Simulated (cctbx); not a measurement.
**TiZnH12S6F6 across an absorption edge**

Space group R-3 (no. 148), a = 10.8820 Å, b = 10.8820 Å, c = 11.3760 Å, α = 90.00°, β = 90.00°, γ = 120.00°.

| atom | mult. | x | y | z | Ueq (Å²) |
| --- | --- | --- | --- | --- | --- |
| Zn1 | 3 | 0 | 0 | 0 | 0.0035 |
| Ti1 | 3 | 0 | 0 | 1/2 | 0.0039 |
| S1 | 18 | 0.4888 | 0.3278 | 0.4552 | 0.0055 |
| F1 | 18 | 0.1477 | 0.9773 | 0.6099 | 0.0051 |
| H1 | 18 | 0.1699 | 0.9901 | 0.7832 | 0.0119 |
| H2 | 18 | 0.3790 | 0.2605 | 0.4317 | 0.0137 |

The model was made for the exercise: a known structure type with other elements put in, its volume estimated, not relaxed; displacement parameters are assumed.

Calculated with cctbx: free-atom f′ and f″ from the Sasaki tables, no fine structure; amplitudes in electrons.

```
E (eV)  F 3 -2 2  F 2 0 2  F 3 -1 1  F 2 1 1
  4366      62.1     92.0     159.6    161.1
  4716      58.6     89.2     158.0    163.0
  4846      56.1     87.0     156.1    165.0
  4906      53.8     84.7     154.0    167.1
  4936      51.5     82.5     151.8    169.3
  4951      49.4     80.4     149.8    171.4
  4958      47.4     78.4     147.8    173.3
  4962      45.4     76.3     145.8    175.4
  4970      43.9     76.6     146.0    176.4
  4974      46.6     79.2     148.7    173.6
  4981      48.8     81.5     151.0    171.3
  4996      51.1     83.8     153.3    169.0
  5026      53.7     86.3     155.9    166.3
  5116      56.9     89.4     159.3    162.8
  5366      59.9     92.5     162.8    159.0
```

**Question.** Which edge is crossed, and why do the reflections move as they do?

The K edge of Ti. The edge is at 4966 eV. f′ of Ti falls from -3.5 e at 4846 eV to -7.1 e at 4 eV below it, and f″ steps from 0.44 to 4.00 e across it. Over that approach |F| changes by -19 % (3 -2 2), -12 % (2 0 2), -7 % (3 -1 1) and +6 % (2 1 1): a reflection falls where Ti scatters in phase with the total and rises where it scatters against it; it hardly moves where the Ti term is small or cancels by symmetry. Above the edge the larger f″ enters the imaginary part, where it can add to or cancel the other atoms' f″. The structure is centrosymmetric, so Friedel mates stay equal.

[Logs are printed without paths, hosts, clocks, repeated set-up lines and the standing remarks that a program may print on its own settings, such as how far it seeks lower states.]
